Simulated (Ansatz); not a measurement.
# Na on Pt(100): change of the work function, part 2 of 3

How does Na on the hollow site change the work function of Pt(100) as the layer fills?

Ansatz 0.2.0; plane-wave DFT, PBE, Ansatz PAW.

So far, work function, upper face (eV): step 2 (the clean slab) 5.66.

## 3. Adsorbate added, k-mesh 4×4×1, coverage 0.111 ML

System of this step: Na/Pt(100). The cell holds 37 atoms: 36 Pt and 1 Na. Cell: a = 8.316 Å, b = 8.316 Å, c = 26.354 Å, α = 90.0°, β = 90.0°, γ = 90.0°. Vacuum lies along c.

The clean slab as it ended is repeated in the plane and the adsorbate is set on one face; the cell's size fixes the coverage, and the k-mesh shrinks with it to keep the sampling density about even. Adsorbate and upper layers relax, since the dipole depends on the height.

input.yaml reads:

```yaml
crystal:
  lattice:
    - [8.3155757469, 0.0, 0.0]
    - [0.0, 8.3155757469, 0.0]
    - [0.0, 0.0, 26.3539094495]
  atoms:
    - { symbol: Pt, position: [0.1666666667, 0.1666666667, 0.3415053094] }
    - { symbol: Pt, position: [0.0, 0.0, 0.4158775767] }
    - { symbol: Pt, position: [0.1666666667, 0.1666666667, 0.4919595813] }
    - { symbol: Pt, position: [0.0, 0.0, 0.5668416639] }
    - { symbol: Pt, position: [0.1666666667, 0.5, 0.3415053094] }
    - { symbol: Pt, position: [0.0, 0.3333333333, 0.4158775767] }
    - { symbol: Pt, position: [0.1666666667, 0.5, 0.4919595813] }
    - { symbol: Pt, position: [0.0, 0.3333333333, 0.5668416639] }
    - { symbol: Pt, position: [0.1666666667, 0.8333333333, 0.3415053094] }
    - { symbol: Pt, position: [0.0, 0.6666666667, 0.4158775767] }
    - { symbol: Pt, position: [0.1666666667, 0.8333333333, 0.4919595813] }
    - { symbol: Pt, position: [0.0, 0.6666666667, 0.5668416639] }
    - { symbol: Pt, position: [0.5, 0.1666666667, 0.3415053094] }
    - { symbol: Pt, position: [0.3333333333, 0.0, 0.4158775767] }
    - { symbol: Pt, position: [0.5, 0.1666666667, 0.4919595813] }
    - { symbol: Pt, position: [0.3333333333, 0.0, 0.5668416639] }
    - { symbol: Pt, position: [0.5, 0.5, 0.3415053094] }
    - { symbol: Pt, position: [0.3333333333, 0.3333333333, 0.4158775767] }
    - { symbol: Pt, position: [0.5, 0.5, 0.4919595813] }
    - { symbol: Pt, position: [0.3333333333, 0.3333333333, 0.5668416639] }
    - { symbol: Pt, position: [0.5, 0.8333333333, 0.3415053094] }
    - { symbol: Pt, position: [0.3333333333, 0.6666666667, 0.4158775767] }
    - { symbol: Pt, position: [0.5, 0.8333333333, 0.4919595813] }
    - { symbol: Pt, position: [0.3333333333, 0.6666666667, 0.5668416639] }
    - { symbol: Pt, position: [0.8333333333, 0.1666666667, 0.3415053094] }
    - { symbol: Pt, position: [0.6666666667, 0.0, 0.4158775767] }
    - { symbol: Pt, position: [0.8333333333, 0.1666666667, 0.4919595813] }
    - { symbol: Pt, position: [0.6666666667, 0.0, 0.5668416639] }
    - { symbol: Pt, position: [0.8333333333, 0.5, 0.3415053094] }
    - { symbol: Pt, position: [0.6666666667, 0.3333333333, 0.4158775767] }
    - { symbol: Pt, position: [0.8333333333, 0.5, 0.4919595813] }
    - { symbol: Pt, position: [0.6666666667, 0.3333333333, 0.5668416639] }
    - { symbol: Pt, position: [0.8333333333, 0.8333333333, 0.3415053094] }
    - { symbol: Pt, position: [0.6666666667, 0.6666666667, 0.4158775767] }
    - { symbol: Pt, position: [0.8333333333, 0.8333333333, 0.4919595813] }
    - { symbol: Pt, position: [0.6666666667, 0.6666666667, 0.5668416639] }
    - { symbol: Na, position: [0.1666666667, 0.1666666667, 0.6584946906] }
kpoints:
  mp_grid: { grid: [4, 4, 1] }
hamiltonian:
  xc: pbe
scf:
  occupations: { method: fermi_dirac, width: 0.1 }
  convergence: { dr2_threshold: 1.0e-08 }
efield:
  axis: 3
  dipole_correction: true
  ramp_position: 0.97
  ramp_width: 0.06
relax:
  f_tol: 0.02
  max_steps: 60
  constraints:
    - { sites: [0, 1, 4, 5, 8, 9, 12, 13, 16, 17, 20, 21, 24, 25, 28, 29, 32, 33] }
output:
  write_potential: true
  write_density: true
  volumetric_format: npy
```

Started as:

```
> ansatz run input.yaml --threads 4 --pin off --max-ram 16384MiB --backend cpu --events-out ev --progress --plain --runs-dir out
```

What it wrote:

```text
[...]
Crystal: 37 atoms, lattice volume = 1822.341 Å³
Basis set: ecut = 420 eV, 35553 PW (Γ), exchange–correlation on 120×120×360 points (8 copies of the dense FFT grid, shifted against one another)
Bands: 395, of which v1, the nominal top of the filled ones, is band 329 counted from 1 (328 counted from 0)
Symmetry: 8 space group operations
[...]
k-points: 6 of 16
[...]
SCF iter   1: F=—  HF=-452302.465227 eV  |F-HF|=—  |Δ(HF+E_count)|=         —  Δρ=8.40e-3  dr2=1.26e1  ethr=1.77e-3  p=0.662 e·Å  D=6.57e-2 V/Å  ΔV_dip=-1.73 eV  dr2_dipole=2.77e0  V_vac-E_F(+/−)=3.41/5.14 eV  ⟨swp⟩=7.3  Hψ=9380  notcnv=0  defer=149
[...]
SCF iter  13: F=-452302.158571 eV  HF=-452302.158571 eV  |F-HF|=2.03e-8  |Δ(HF+E_count)|=   4.60e-8  Δρ=3.10e-7  dr2=4.08e-9  ethr=1.52e-12  p=0.815 e·Å  D=8.09e-2 V/Å  ΔV_dip=-2.13 eV  dr2_dipole=1.83e-14  V_vac-E_F(+/−)=3.53/5.66 eV  ⟨swp⟩=8.0  Hψ=13597  notcnv=0
SCF 1 converged in 13 iterations: F = -452302.158571 eV  dr2 = 4.08e-9
[...]
relax step   1: F+E_penalty+E_count = -452302.15857097 eV  Δ(F+E_penalty+E_count) = +0.000e0 eV  max|allowed force component| = 3.892e-1 eV/Å  Δτ_max = 0.0000 Å  (13 SCF iters, accepted)
[...]
SCF iter  11: F=-452302.182650 eV  HF=-452302.182650 eV  |F-HF|=1.10e-8  |Δ(HF+E_count)|=   2.92e-8  Δρ=2.20e-7  dr2=1.91e-9  ethr=1.52e-12  p=0.764 e·Å  D=7.58e-2 V/Å  ΔV_dip=-2.00 eV  dr2_dipole=1.11e-13  V_vac-E_F(+/−)=3.67/5.67 eV  ⟨swp⟩=8.3  Hψ=13767  notcnv=0
SCF 2 converged in 11 iterations: F = -452302.182650 eV  dr2 = 1.91e-9
[...]
relax step   2: F+E_penalty+E_count = -452302.18264992 eV  Δ(F+E_penalty+E_count) = -2.408e-2 eV  max|allowed force component| = 1.878e-1 eV/Å  Δτ_max = 0.0668 Å  (11 SCF iters, accepted)
SCF iter   1: F=—  HF=-452302.189751 eV  |F-HF|=—  |Δ(HF+E_count)|=         —  Δρ=7.10e-4  dr2=1.56e-2  ethr=3.31e-4  p=0.764 e·Å  D=7.58e-2 V/Å  ΔV_dip=-2.00 eV  dr2_dipole=1.81e-5  V_vac-E_F(+/−)=3.67/5.66 eV  ⟨swp⟩=6.2  Hψ=5484  notcnv=0  defer=100
[...]
SCF iter  11: F=-452302.190938 eV  HF=-452302.190938 eV  |F-HF|=1.33e-8  |Δ(HF+E_count)|=   3.32e-8  Δρ=1.89e-7  dr2=1.33e-9  ethr=1.52e-12  p=0.722 e·Å  D=7.17e-2 V/Å  ΔV_dip=-1.89 eV  dr2_dipole=1.34e-11  V_vac-E_F(+/−)=3.77/5.66 eV  ⟨swp⟩=8.8  Hψ=13907  notcnv=0
SCF 3 converged in 11 iterations: F = -452302.190938 eV  dr2 = 1.33e-9
relax step   3: F+E_penalty+E_count = -452302.19093761 eV  Δ(F+E_penalty+E_count) = -8.288e-3 eV  max|allowed force component| = 3.513e-2 eV/Å  Δτ_max = 0.0879 Å  (11 SCF iters, accepted)
SCF iter   1: F=—  HF=-452302.192489 eV  |F-HF|=—  |Δ(HF+E_count)|=         —  Δρ=1.02e-4  dr2=6.01e-4  ethr=6.51e-7  p=0.722 e·Å  D=7.17e-2 V/Å  ΔV_dip=-1.89 eV  dr2_dipole=1.87e-4  V_vac-E_F(+/−)=3.77/5.66 eV  ⟨swp⟩=5.3  Hψ=5695  notcnv=0  defer=105
[...]
SCF iter   8: F=-452302.191235 eV  HF=-452302.191235 eV  |F-HF|=2.11e-8  |Δ(HF+E_count)|=   5.34e-8  Δρ=3.08e-7  dr2=5.02e-9  ethr=1.52e-12  p=0.730 e·Å  D=7.25e-2 V/Å  ΔV_dip=-1.91 eV  dr2_dipole=9.43e-11  V_vac-E_F(+/−)=3.76/5.67 eV  ⟨swp⟩=9.0  Hψ=14689  notcnv=0
SCF 4 converged in 8 iterations: F = -452302.191235 eV  dr2 = 5.02e-9
relax step   4: F+E_penalty+E_count = -452302.19123468 eV  Δ(F+E_penalty+E_count) = -2.971e-4 eV  max|allowed force component| = 2.985e-3 eV/Å  Δτ_max = 0.0151 Å  (8 SCF iters, accepted)
NSCF: frozen V_eff on 6 k-points
the search or the solves at the SCF's close seem to have found levels that the self-consistency loop had missed (the run counts 3). By its estimate they hold under 1e-12 electrons; where the run keeps them, the occupations were computed again with them
[...]
SCF converged after 8 iterations
Free energy (F): -452302.191235 eV
[...]
Internal energy: -452300.142702 eV  (E = F + TS)
E sigma→0 (E₀):  -452301.166968 eV
Entropy (-TS):   -2.048532 eV (-55.366 meV/atom)
Fermi energy:    3.701614 eV
Dipole field:    D = 0.072459 V/Å  (p = 0.729726 e·Å, saw-weighted, corrected)
Work function:   Φ+ = 3.7555 eV   Φ− = 5.6651 eV
[...]
--- Forces (eV/Å), atoms counted from 1 ---
  atom   1  Pt    -0.00000000     0.00000000    -0.08436619
  atom   2  Pt     0.00392476     0.00392476     0.12086726
  atom   3  Pt    -0.00000000     0.00000000    -0.00120126
  atom   4  Pt     0.00272378     0.00272378     0.00294460
  atom   5  Pt     0.00000000     0.00302695    -0.08980074
  atom   6  Pt     0.00392476    -0.00392476     0.12086726
  atom   7  Pt     0.00000000    -0.00009154    -0.00015966
  atom   8  Pt     0.00272378    -0.00272378     0.00294460
  atom   9  Pt     0.00000000    -0.00302695    -0.08980074
  atom  10  Pt    -0.00793490     0.00000000     0.08653218
  atom  11  Pt     0.00000000     0.00009154    -0.00015966
  atom  12  Pt    -0.00072673     0.00000000    -0.00099889
  atom  13  Pt     0.00302695     0.00000000    -0.08980074
  atom  14  Pt    -0.00392476     0.00392476     0.12086726
  atom  15  Pt    -0.00009154     0.00000000    -0.00015966
  atom  16  Pt    -0.00272378     0.00272378     0.00294460
  atom  17  Pt     0.00293700     0.00293700    -0.09556549
  atom  18  Pt    -0.00392476    -0.00392476     0.12086726
  atom  19  Pt    -0.00062097    -0.00062097    -0.00018670
  atom  20  Pt    -0.00272378    -0.00272378     0.00294460
  atom  21  Pt     0.00293700    -0.00293700    -0.09556549
  atom  22  Pt     0.00793490     0.00000000     0.08653218
  atom  23  Pt    -0.00062097     0.00062097    -0.00018670
  atom  24  Pt     0.00072673     0.00000000    -0.00099889
  atom  25  Pt    -0.00302695     0.00000000    -0.08980074
  atom  26  Pt     0.00000000    -0.00793490     0.08653218
  atom  27  Pt     0.00009154     0.00000000    -0.00015966
  atom  28  Pt     0.00000000    -0.00072673    -0.00099889
  atom  29  Pt    -0.00293700     0.00293700    -0.09556549
  atom  30  Pt     0.00000000     0.00793490     0.08653218
  atom  31  Pt     0.00062097    -0.00062097    -0.00018670
  atom  32  Pt     0.00000000     0.00072673    -0.00099889
  atom  33  Pt    -0.00293700    -0.00293700    -0.09556549
  atom  34  Pt     0.00000000     0.00000000    -0.00629060
  atom  35  Pt     0.00062097     0.00062097    -0.00018670
  atom  36  Pt    -0.00000000     0.00000000     0.00029476
  atom  37  Na     0.00000000     0.00000000    -0.00298460
  max |Σ_I F_I| component: 1.77e-5 eV/Å
--- Band table (eV; the first three rows and the last of 6) ---
  k-point 0: bands = [... 325 lower, 3.3678, 3.3717, 3.6294, 3.6349, 3.6365, 3.6365, 3.6789, 3.6866, ... 62 higher]
  k-point 1: bands = [... 325 lower, 3.6191, 3.6276, 3.6800, 3.6812, 3.7050, 3.7103, 3.7260, 3.7323, ... 62 higher]
  k-point 2: bands = [... 325 lower, 3.6302, 3.6699, 3.6776, 3.6995, 3.7025, 3.7056, 3.7133, 3.8546, ... 62 higher]
  k-point 5: bands = [... 325 lower, 3.7246, 3.7280, 3.7284, 3.8586, 3.8586, 3.8642, 3.8666, 4.2176, ... 62 higher]
--- Relaxed structure (4 steps of the walk, 4 accepted, 0 SCFs on fresh bases) ---
  F+E_penalty+E_count = -452302.19123468 eV   max|allowed force component| = 2.985e-3 eV/Å
  atoms:
    - { symbol: Pt, position: [0.166667, 0.166667, 0.3415053094] }
    - { symbol: Pt, position: [1.666666e-11, 1.666666e-11, 0.4158775767] }
    - { symbol: Pt, position: [0.166667, 0.166667, 0.492298] }
    - { symbol: Pt, position: [-0.000765079, -0.000765079, 0.567298] }
    - { symbol: Pt, position: [0.166667, 0.500000, 0.3415053094] }
    - { symbol: Pt, position: [1.666666e-11, 0.333333, 0.4158775767] }
    - { symbol: Pt, position: [0.166667, 0.500055, 0.492127] }
    - { symbol: Pt, position: [-0.000765079, 0.334098, 0.567298] }
    - { symbol: Pt, position: [0.166667, 0.833333, 0.3415053094] }
    - { symbol: Pt, position: [1.666666e-11, 0.666667, 0.4158775767] }
    - { symbol: Pt, position: [0.166667, 0.833278, 0.492127] }
    - { symbol: Pt, position: [-0.000154269, 0.666667, 0.567179] }
    - { symbol: Pt, position: [0.500000, 0.166667, 0.3415053094] }
    - { symbol: Pt, position: [0.333333, 1.666666e-11, 0.4158775767] }
    - { symbol: Pt, position: [0.500055, 0.166667, 0.492127] }
    - { symbol: Pt, position: [0.334098, -0.000765079, 0.567298] }
    - { symbol: Pt, position: [0.500000, 0.500000, 0.3415053094] }
    - { symbol: Pt, position: [0.333333, 0.333333, 0.4158775767] }
    - { symbol: Pt, position: [0.500159, 0.500159, 0.492023] }
    - { symbol: Pt, position: [0.334098, 0.334098, 0.567298] }
    - { symbol: Pt, position: [0.500000, 0.833333, 0.3415053094] }
    - { symbol: Pt, position: [0.333333, 0.666667, 0.4158775767] }
    - { symbol: Pt, position: [0.500159, 0.833174, 0.492023] }
    - { symbol: Pt, position: [0.333488, 0.666667, 0.567179] }
    - { symbol: Pt, position: [0.833333, 0.166667, 0.3415053094] }
    - { symbol: Pt, position: [0.666667, 1.666666e-11, 0.4158775767] }
    - { symbol: Pt, position: [0.833278, 0.166667, 0.492127] }
    - { symbol: Pt, position: [0.666667, -0.000154269, 0.567179] }
    - { symbol: Pt, position: [0.833333, 0.500000, 0.3415053094] }
    - { symbol: Pt, position: [0.666667, 0.333333, 0.4158775767] }
    - { symbol: Pt, position: [0.833174, 0.500159, 0.492023] }
    - { symbol: Pt, position: [0.666667, 0.333488, 0.567179] }
    - { symbol: Pt, position: [0.833333, 0.833333, 0.3415053094] }
    - { symbol: Pt, position: [0.666667, 0.666667, 0.4158775767] }
    - { symbol: Pt, position: [0.833174, 0.833174, 0.492023] }
    - { symbol: Pt, position: [0.666667, 0.666667, 0.567138] }
    - { symbol: Na, position: [0.166667, 0.166667, 0.653200] }
```

Wall time 14 min (4 threads of Arm Neoverse V1, shared host); peak memory 12 GiB; 54 min of CPU time.

Step by step:

| step | energy less that of the first step (eV) | largest force component (eV/Å) |
| --- | --- | --- |
| 1 | 0.0000 | 0.3892 |
| 2 | -0.0241 | 0.1878 |
| 3 | -0.0324 | 0.0351 |
| 4 | -0.0327 | 0.0030 |

Forces are held to the 8 operations that the program found; a distortion that breaks them can't arise in this run.

The atoms that moved most (Å):

| atom | dx | dy | dz | length |
| --- | --- | --- | --- | --- |
| Na37 | 0.000 | 0.000 | -0.140 | 0.140 |
| Pt4 | -0.006 | -0.006 | 0.012 | 0.015 |
| Pt16 | 0.006 | -0.006 | 0.012 | 0.015 |
| Pt8 | -0.006 | 0.006 | 0.012 | 0.015 |
| Pt20 | 0.006 | 0.006 | 0.012 | 0.015 |
| Pt28 | 0.000 | -0.001 | 0.009 | 0.009 |
| Pt12 | -0.001 | 0.000 | 0.009 | 0.009 |
| Pt24 | 0.001 | 0.000 | 0.009 | 0.009 |

Final coordinates:

```xyz
37
Lattice="8.3156 0.0000 0.0000 0.0000 8.3156 0.0000 0.0000 0.0000 26.3539" Properties=species:S:1:pos:R:3
Pt    1.3859    1.3859    9.0000
Pt    0.0000    0.0000   10.9600
Pt    1.3859    1.3859   12.9740
Pt   -0.0064   -0.0064   14.9505
Pt    1.3859    4.1578    9.0000
Pt    0.0000    2.7719   10.9600
Pt    1.3859    4.1582   12.9695
Pt   -0.0064    2.7782   14.9505
Pt    1.3859    6.9296    9.0000
Pt    0.0000    5.5437   10.9600
Pt    1.3859    6.9292   12.9695
Pt   -0.0013    5.5437   14.9474
Pt    4.1578    1.3859    9.0000
Pt    2.7719    0.0000   10.9600
Pt    4.1582    1.3859   12.9695
Pt    2.7782   -0.0064   14.9505
Pt    4.1578    4.1578    9.0000
Pt    2.7719    2.7719   10.9600
Pt    4.1591    4.1591   12.9667
Pt    2.7782    2.7782   14.9505
Pt    4.1578    6.9296    9.0000
Pt    2.7719    5.5437   10.9600
Pt    4.1591    6.9283   12.9667
Pt    2.7731    5.5437   14.9474
Pt    6.9296    1.3859    9.0000
Pt    5.5437    0.0000   10.9600
Pt    6.9292    1.3859   12.9695
Pt    5.5437   -0.0013   14.9474
Pt    6.9296    4.1578    9.0000
Pt    5.5437    2.7719   10.9600
Pt    6.9283    4.1591   12.9667
Pt    5.5437    2.7731   14.9474
Pt    6.9296    6.9296    9.0000
Pt    5.5437    5.5437   10.9600
Pt    6.9283    6.9283   12.9667
Pt    5.5437    5.5437   14.9463
Na    1.3859    1.3859   17.2144
```

Numbers from this step:

```yaml
energy_at_zero_smearing: -452301.1670 eV
work_function_upper_face: 3.756 eV
work_function_lower_face: 5.665 eV
dipole_along_the_normal: 0.7297 e·Å
step_between_the_vacuum_levels: -1.910 eV
```

Running mean over 1.96 Å of the planar mean; the ramp of the sawtooth is left out. Electron's electrostatic potential energy less the Fermi level against z:

| z (Å) | electron's electrostatic potential energy less the Fermi level (eV) |
| --- | --- |
| 4 | 5.66 |
| 5 | 5.66 |
| 6 | 5.62 |
| 7 | 4.97 |
| 8 | -3.02 |
| 9 | -11.3 |
| 10 | -12.0 |
| 11 | -12.1 |
| 12 | -11.6 |
| 13 | -12.1 |
| 14 | -11.7 |
| 15 | -11.1 |
| 16 | -2.82 |
| 17 | 3.43 |
| 18 | 3.50 |
| 19 | 3.74 |
| 20 | 3.75 |
| 21 | 3.76 |
| 22 | 3.76 |
| 23 | 3.76 |

The relaxation took 4 steps and lowered the energy by 0.033 eV; the largest force on the free atoms ends at 0.0030 eV/Å.

The covered face has 3.76 eV, -1.90 eV against the clean one; the bare back face has moved by +0.01 eV, a measure of how thin the slab is.

[end of part 2 of 3]

[Long decimals in the printed logs are rounded to 6 places.]

[Logs are printed without paths, hosts, clocks, repeated set-up lines and the standing remarks that a program may print on its own settings, such as how far it seeks lower states.]

[Hosts, paths, dates, database ids (printed as entryN), source tags and the programs' standing remarks are cut or masked in the printed files.]

[Maps of the electrostatic potential energy from Ansatz leave out the sawtooth potential of an applied field or a dipole correction, so their vacuum need not be flat; planar profiles and work functions include it.]
